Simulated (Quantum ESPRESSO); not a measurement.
# Magnetic state of Sr2Fe2S2OF2 from several starts, part 2 of 2

Does Sr2Fe2S2OF2 prefer parallel or opposed moments?

Quantum ESPRESSO 7.5; PBEsol with U = 4.5 eV on Fe d (ortho-atomic projectors); plane waves with GBRV 1.5 PBEsol potentials, no spin-orbit coupling.

So far, absolute magnetization (μB): step 2 (run 1 (ferro ++)) 8.04.

### 3. Run 2 (antiferro +−)

pw.in

```
&CONTROL
  calculation = 'scf'
  prefix = 'pwscf'
  outdir = './tmp'
  pseudo_dir = './pseudo'
  disk_io = 'nowf'
/
&SYSTEM
  ibrav = 0
  celldm(1) = 8
  nat = 9
  ntyp = 6
  ecutwfc = 40
  ecutrho = 280
  nbnd = 55
  occupations = 'smearing'
  smearing = 'fd'
  degauss = 0.00367493
  nspin = 2
  starting_magnetization(1) = 0
  starting_magnetization(2) = 0.25
  starting_magnetization(3) = -0.25
  starting_magnetization(4) = 0
  starting_magnetization(5) = 0
  starting_magnetization(6) = 0
/
&ELECTRONS
  conv_thr = 1.8d-08
  electron_maxstep = 150
  mixing_beta = 0.3
/
ATOMIC_SPECIES
Sr     87.6200 sr_pbesol_v1.uspp.F.UPF
Fe1    55.8450 fe_pbesol_v1.5.uspp.F.UPF
Fe2    55.8450 fe_pbesol_v1.5.uspp.F.UPF
S      32.0600 s_pbesol_v1.4.uspp.F.UPF
O      15.9990 o_pbesol_v1.2.uspp.F.UPF
F      18.9984 f_pbesol_v1.4.uspp.F.UPF
CELL_PARAMETERS alat
  -0.4771558464680    0.4771558464680    2.1257056744384
   0.4771558464680   -0.4771558464680    2.1257056744384
   0.4771558464680    0.4771558464680   -2.1257056744384
ATOMIC_POSITIONS crystal
Sr      0.6710000000    0.6710000000    0.0000000000
Sr      0.3290000000    0.3290000000    0.0000000000
Fe1     0.0000000000    0.5000000000    0.5000000000
Fe2     0.5000000000    0.0000000000    0.5000000000
S       0.0938100000    0.0938100000    0.0000000000
S       0.9061900000    0.9061900000    0.0000000000
O       0.5000000000    0.5000000000    0.0000000000
F       0.2500000000    0.7500000000    0.5000000000
F       0.7500000000    0.2500000000    0.5000000000
K_POINTS automatic
8 8 8 0 0 0
HUBBARD {ortho-atomic}
U Fe1-3d 4.5000
U Fe2-3d 4.5000
```

On the command line:

```sh
$ OMP_NUM_THREADS=1 mpirun -n 4 pw.x -nk 4 -in pw.in > pw.out
```

Log:

```text
[banner, memory and clock lines left out]
Program PWSCF v.7.5 starts

     Message from routine setup:
     using ibrav=0 with symmetry is DISCOURAGED, use correct ibrav instead

     bravais-lattice index     =            0
     lattice parameter (alat)  =       8.0000  a.u.
     unit-cell volume          =     991.1824 (a.u.)^3
     number of atoms/cell      =            9
     number of atomic types    =            6
     number of electrons       =        84.00
     number of Kohn-Sham states=           55
     kinetic-energy cutoff     =      40.0000  Ry
     charge density cutoff     =     280.0000  Ry
     scf convergence threshold =      1.8E-08
     mixing beta               =       0.3000
     number of iterations used =            8  plain     mixing
     Exchange-correlation= SLA  PW   PSX  PSC
                           (   1   4  10   8   0   0   0)
     Hubbard projectors: ortho-atomic
     Hubbard parameters of DFT+U (Dudarev formulation) in eV:
     U(Fe1-3d) =  4.5000
     U(Fe2-3d) =  4.5000

     Internal variables: lda_plus_u =T, lda_plus_u_kind = 0

     Internal variables: orbital_resolved =F, hub_pot_fix =F, apply_U = F

     celldm(1)=   8.000000  celldm(2)=   0.000000  celldm(3)=   0.000000
     celldm(4)=   0.000000  celldm(5)=   0.000000  celldm(6)=   0.000000

     crystal axes: (cart. coord. in units of alat)
               a(1) = (  -0.477156   0.477156   2.125706 )
               a(2) = (   0.477156  -0.477156   2.125706 )
               a(3) = (   0.477156   0.477156  -2.125706 )

     reciprocal axes: (cart. coord. in units 2 pi/alat)
               b(1) = ( -0.000000  1.047876  0.235216 )
               b(2) = (  1.047876 -0.000000  0.235216 )
               b(3) = (  1.047876  1.047876  0.000000 )

     PseudoPot. # 1 for Sr read from file:
     sr_pbesol_v1.uspp.F.UPF
     Pseudo is Ultrasoft + core correction, Zval = 10.0

     PseudoPot. # 2 for Fe read from file:
     fe_pbesol_v1.5.uspp.F.UPF
     Pseudo is Ultrasoft + core correction, Zval = 16.0

     PseudoPot. # 3 for Fe read from file:
     fe_pbesol_v1.5.uspp.F.UPF
     Pseudo is Ultrasoft + core correction, Zval = 16.0

     PseudoPot. # 4 for S  read from file:
     s_pbesol_v1.4.uspp.F.UPF
     Pseudo is Ultrasoft + core correction, Zval =  6.0

     PseudoPot. # 5 for O  read from file:
     o_pbesol_v1.2.uspp.F.UPF
     Pseudo is Ultrasoft + core correction, Zval =  6.0

     PseudoPot. # 6 for F  read from file:
     f_pbesol_v1.4.uspp.F.UPF
     Pseudo is Ultrasoft, Zval =  7.0

     atomic species   valence    mass     pseudopotential
     Sr               10.00    87.62000     Sr( 1.00)
     Fe1              16.00    55.84500     Fe( 1.00)
     Fe2              16.00    55.84500     Fe( 1.00)
     S                 6.00    32.06000     S ( 1.00)
     O                 6.00    15.99900     O ( 1.00)
     F                 7.00    18.99840     F ( 1.00)

     Starting magnetic structure
     atomic species   magnetization
     Sr              0.000
     Fe1             0.250
     Fe2            -0.250
     S               0.000
     O               0.000
     F               0.000

      8 Sym. Ops., with inversion, found

   Cartesian axes

     site n.     atom                  positions (alat units)
         1        Sr     tau(   1) = (   0.0000000   0.0000000   2.8526970  )
         2        Sr     tau(   2) = (   0.0000000   0.0000000   1.3987143  )
         3        Fe1    tau(   3) = (   0.4771558   0.0000000   0.0000000  )
         4        Fe2    tau(   4) = (   0.0000000   0.4771558   0.0000000  )
         5        S      tau(   5) = (  -0.0000000  -0.0000000   0.3988249  )
         6        S      tau(   6) = (   0.0000000   0.0000000   3.8525865  )
         7        O      tau(   7) = (   0.0000000   0.0000000   2.1257057  )
         8        F      tau(   8) = (   0.4771558  -0.0000000   1.0628528  )
         9        F      tau(   9) = (   0.0000000   0.4771558   1.0628528  )

     number of k points=    95  Fermi-Dirac smearing, width (Ry)=  0.0037
                       cart. coord. in units 2pi/alat
        k(    1) = (   0.0000000   0.0000000   0.0000000), wk =   0.0019531
        k(    2) = (   0.1309845   0.1309845   0.0000000), wk =   0.0078125
        k(    3) = (   0.2619689   0.2619689   0.0000000), wk =   0.0078125
        k(    4) = (   0.3929534   0.3929534   0.0000000), wk =   0.0078125
        k(    5) = (  -0.5239378  -0.5239378   0.0000000), wk =   0.0039062
        [... 90 further k-points ...]

     Dense  grid:    78531 G-vectors     FFT dimensions: (  96,  96,  96)

     Smooth grid:    33817 G-vectors     FFT dimensions: (  72,  72,  72)

     Check: negative core charge=   -0.000018
     Generating pointlists ...
     new r_m :   0.2407 (alat units)  1.9256 (a.u.) for type    1
     new r_m :   0.1968 (alat units)  1.5746 (a.u.) for type    2
     new r_m :   0.1968 (alat units)  1.5746 (a.u.) for type    3
     new r_m :   0.2565 (alat units)  2.0522 (a.u.) for type    4
     new r_m :   0.1968 (alat units)  1.5746 (a.u.) for type    5
     new r_m :   0.2407 (alat units)  1.9256 (a.u.) for type    6

     Initial potential from superposition of free atoms

     starting charge      81.9384, renormalised to      84.0000

     negative rho (up, down):  6.553E-02 6.553E-02

     STARTING HUBBARD OCCUPATIONS:

     =================== HUBBARD OCCUPATIONS ===================
     ------------------------ ATOM    3 ------------------------
     Tr[ns(  3)] (up, down, total) =   5.00000  0.00000  5.00000
     Atomic magnetic moment for atom   3 =   5.00000
     [... lines left out ...]
     ------------------------ ATOM    4 ------------------------
     Tr[ns(  4)] (up, down, total) =   0.00000  5.00000  5.00000
     Atomic magnetic moment for atom   4 =  -5.00000
     [... lines left out ...]
     Number of occupied Hubbard levels =   10.0000

     Atomic wfc used for Hubbard projectors are orthogonalized

     Starting wfcs are   72 randomized atomic wfcs

     Self-consistent Calculation

     iteration #  1     ecut=    40.00 Ry     beta= 0.30
     Davidson diagonalization with overlap
     ethr =  1.00E-02,  avg # of iterations =  5.7

     =================== HUBBARD OCCUPATIONS ===================
     ------------------------ ATOM    3 ------------------------
     Tr[ns(  3)] (up, down, total) =   4.95883  4.55145  9.51028
     Atomic magnetic moment for atom   3 =   0.40738
     [... lines left out ...]
     ------------------------ ATOM    4 ------------------------
     Tr[ns(  4)] (up, down, total) =   4.55176  4.95882  9.51057
     Atomic magnetic moment for atom   4 =  -0.40706
     [... lines left out ...]
     Number of occupied Hubbard levels =   19.0209

     negative rho (up, down):  6.450E-02 6.450E-02

     total energy              =    -786.58019918 Ry
     estimated scf accuracy    <      70.97702731 Ry

     total magnetization       =     0.00 Bohr mag/cell
     absolute magnetization    =     1.48 Bohr mag/cell

     iteration #  2     ecut=    40.00 Ry     beta= 0.30
     Davidson diagonalization with overlap
     ethr =  1.00E-02,  avg # of iterations =  7.7

     negative rho (up, down):  6.384E-02 6.384E-02

     total energy              =    -794.32637367 Ry
     estimated scf accuracy    <     466.72233271 Ry

     total magnetization       =    -0.00 Bohr mag/cell
     absolute magnetization    =     0.15 Bohr mag/cell

     [... further iterations left out ...]

     iteration # 22     ecut=    40.00 Ry     beta= 0.30
     Davidson diagonalization with overlap
     ethr =  1.72E-10,  avg # of iterations =  3.1

     negative rho (up, down):  6.655E-02 6.655E-02

     total energy              =    -818.48367940 Ry
     estimated scf accuracy    <       0.00000002 Ry

     total magnetization       =    -0.00 Bohr mag/cell
     absolute magnetization    =     7.56 Bohr mag/cell

     iteration # 23     ecut=    40.00 Ry     beta= 0.30
     Davidson diagonalization with overlap
     ethr =  2.84E-11,  avg # of iterations =  3.7

     negative rho (up, down):  6.655E-02 6.655E-02

     Magnetic moment per site  (integrated on atomic sphere of radius R)
     atom   1 (R=0.241)  charge=  7.0442  magn= -0.0000
     atom   2 (R=0.241)  charge=  7.0442  magn= -0.0000
     atom   3 (R=0.197)  charge= 13.2332  magn=  3.3151
     atom   4 (R=0.197)  charge= 13.2332  magn= -3.3151
     atom   5 (R=0.257)  charge=  4.7157  magn= -0.0000
     atom   6 (R=0.257)  charge=  4.7157  magn= -0.0000
     atom   7 (R=0.197)  charge=  5.5644  magn= -0.0000
     atom   8 (R=0.241)  charge=  7.2067  magn= -0.0000
     atom   9 (R=0.241)  charge=  7.2067  magn= -0.0000

     End of self-consistent calculation

     =================== HUBBARD OCCUPATIONS ===================
     ------------------------ ATOM    3 ------------------------
     Tr[ns(  3)] (up, down, total) =   4.90755  1.25190  6.15946
     Atomic magnetic moment for atom   3 =   3.65565
     [... lines left out ...]
     ------------------------ ATOM    4 ------------------------
     Tr[ns(  4)] (up, down, total) =   1.25190  4.90755  6.15946
     Atomic magnetic moment for atom   4 =  -3.65565
     [... lines left out ...]
     Number of occupied Hubbard levels =   12.3189

     Number of k-points >= 100: set verbosity='high' to print the bands.

     the Fermi energy is    10.1707 ev

!    total energy              =    -818.48367945 Ry
     estimated scf accuracy    <          1.2E-09 Ry
     smearing contrib. (-TS)   =      -0.00000000 Ry
     internal energy E=F+TS    =    -818.48367945 Ry

     The total energy is F=E-TS. E is the sum of the following terms:
     one-electron contribution =    -553.05144081 Ry
     hartree contribution      =     314.74401998 Ry
     xc contribution           =    -137.07102220 Ry
     ewald contribution        =    -443.24765987 Ry
     Hubbard energy            =       0.14242345 Ry

     total magnetization       =    -0.00 Bohr mag/cell
     absolute magnetization    =     7.56 Bohr mag/cell

     convergence has been achieved in  23 iterations
```

Run time: 19 min. Hardware: 4 MPI ranks of Intel Xeon Platinum 8559C (Emerald Rapids), shared host; peak memory 2.3 GiB; 77 min of CPU time.

Spin moment in the atom's sphere by atom:

| atom | spin moment in the atom's sphere (μB) |
| --- | --- |
| Sr1 | 0.00 |
| Sr2 | 0.00 |
| Fe3 | 3.32 |
| Fe4 | -3.32 |
| S5 | 0.00 |
| S6 | 0.00 |
| O7 | 0.00 |
| F8 | 0.00 |
| F9 | 0.00 |

Numbers from this step:

```
smearing term TS       : 1.73e-11 eV
magnetization          : 0 μB
absolute magnetization : 7.563 μB
final state            : antiferromagnetic
```

Spin density in the ac plane of the conventional cell at fractional y = 0.000, with atoms of Sr and Fe and S and O and F within 0.2 Å of it.

Ten even steps from '0' (-3.8 e/Å³) to '9' (3.6 e/Å³), each cell a mean:
```
55555677755555
55555555555555
55555555555555
55555555555555
55555555555555
55555555555555
55555555555555
55555555555555
55555555555555
55555555555555
55555555555555
55554300144555
55554422345555
55555555555555
55555555555555
55555555555555
55555555555555
55555555555555
55555555555555
55555555555555
55555555555555
55555555555555
55555555555555
55555699755555
```
Columns run along a (4.0 Å), rows up along c (18.0 Å), edges of the conventional cell, whose origin can differ from the input's. Atoms in or near the plane, at fractional coordinates: Sr at (0.00, 0.67), Sr at (0.00, 0.33), Fe at (0.50, 0.00), Fe at (0.50, 0.50), S at (0.00, 0.09), S at (0.00, 0.91), O at (0.00, 0.50), F at (0.50, 0.25), F at (0.50, 0.75).

Valence density in the ac plane of the conventional cell at fractional y = 0.000, with atoms of Sr and Fe and S and O and F within 0.2 Å of it. It is the smooth field of the valence electrons, not physical close to the nuclei.

Values in e/Å³, 24 rows by 14 columns, each cell a mean:
```
 0  0  0  0  1  3  9 12  7  2  0  0  0  0
 1  1  1  1  0  0  0  0  0  0  0  1  1  1
 1  1  1  1  0  0  0  0  0  0  0  1  1  1
 1  0  0  0  0  0  0  0  0  0  0  0  0  1
 0  0  0  0  0  0  0  0  0  0  0  0  0  0
 0  0  0  0  1  2  6  8  4  1  0  0  0  0
 1  1  0  0  0  2  4  5  3  1  0  0  1  1
 0  2  2  1  0  0  0  0  0  0  0  1  2  1
 2  2  1  0  0  0  0  0  0  0  0  1  2  2
 0  0  0  0  0  0  0  0  0  0  0  0  0  0
 0  0  0  0  0  0  1  1  0  0  0  0  0  0
 5  3  1  1  1  5 14 16 10  2  0  1  2  4
 4  2  1  0  1  3  9 12  7  1  0  1  1  3
 0  0  0  0  0  0  0  0  0  0  0  0  0  0
 1  0  0  0  0  0  0  0  0  0  0  0  0  0
 1  2  2  1  0  0  0  0  0  0  0  1  2  2
 1  2  2  1  0  0  0  0  0  0  0  1  2  2
 0  0  0  0  1  2  6  8  5  1  0  0  0  0
 0  0  0  0  0  2  4  5  3  1  0  0  0  0
 0  0  0  0  0  0  0  0  0  0  0  0  0  0
 1  1  0  0  0  0  0  0  0  0  0  0  1  1
 1  1  1  1  0  0  0  0  0  0  0  1  1  1
 1  1  1  0  0  0  1  1  0  0  0  1  1  1
 0  0  0  0  1  5 14 16 11  2  0  0  0  0
```
Columns run along a (4.0 Å), rows up along c (18.0 Å), edges of the conventional cell, whose origin can differ from the input's. Atoms in or near the plane, at fractional coordinates: Sr at (0.00, 0.67), Sr at (0.00, 0.33), Fe at (0.50, 0.00), Fe at (0.50, 0.50), S at (0.00, 0.09), S at (0.00, 0.91), O at (0.00, 0.50), F at (0.50, 0.25), F at (0.50, 0.75).

### 4. The states side by side

An order is kept where moments of 0.15 μB or more survive with the typed signs; meshes match where a doubled cell samples the same k points as the first cell.

Orders:

```
       start        final state  typed order kept  energy over the lowest (meV a seeded atom)  largest site moment (μB)  net moment (μB a cell of the first run)  mesh matched  CPU time (s)
    ferro ++      ferromagnetic               yes                                       57.34                     3.346                                        8           yes          2693
antiferro +-  antiferromagnetic               yes                                           0                     3.315                                        0           yes          4599
```

### 5. Occupations of the corrected shells in the lowest state

Occupations of the Hubbard shells:

```csv
block,type,shell,spin,electrons,occupation numbers
3,Fe1,3d,up,4.908,0.973 0.978 0.981 0.985 0.990
3,Fe1,3d,down,1.252,0.037 0.043 0.096 0.138 0.938
4,Fe2,3d,up,1.252,0.037 0.043 0.096 0.138 0.938
4,Fe2,3d,down,4.908,0.973 0.978 0.981 0.985 0.990
```

### 6. What came out

```yaml
lowest_state_found: antiferromagnetic (from antiferro +-)
largest_site_moment: 3.32 μB
next_state_with_moments: ferromagnetic, 57.3 meV a seeded atom higher
```

**Reading.** Only these 2 starts were compared; other wavevectors, canted and longer-period orders were not.

[Logs and program files are shortened in this print: banners, set-up blocks, solver, clock and traceback lines can be left out without a mark of their own.]

[Logs are printed without paths, hosts, clocks, repeated set-up lines and the standing remarks that a program may print on its own settings, such as how far it seeks lower states.]

[Hosts, paths, dates, database ids (printed as entryN), source tags and the programs' standing remarks are cut or masked in the printed files.]

[Where a cell is said to come from a database of computed structures, the database is the Materials Project.]
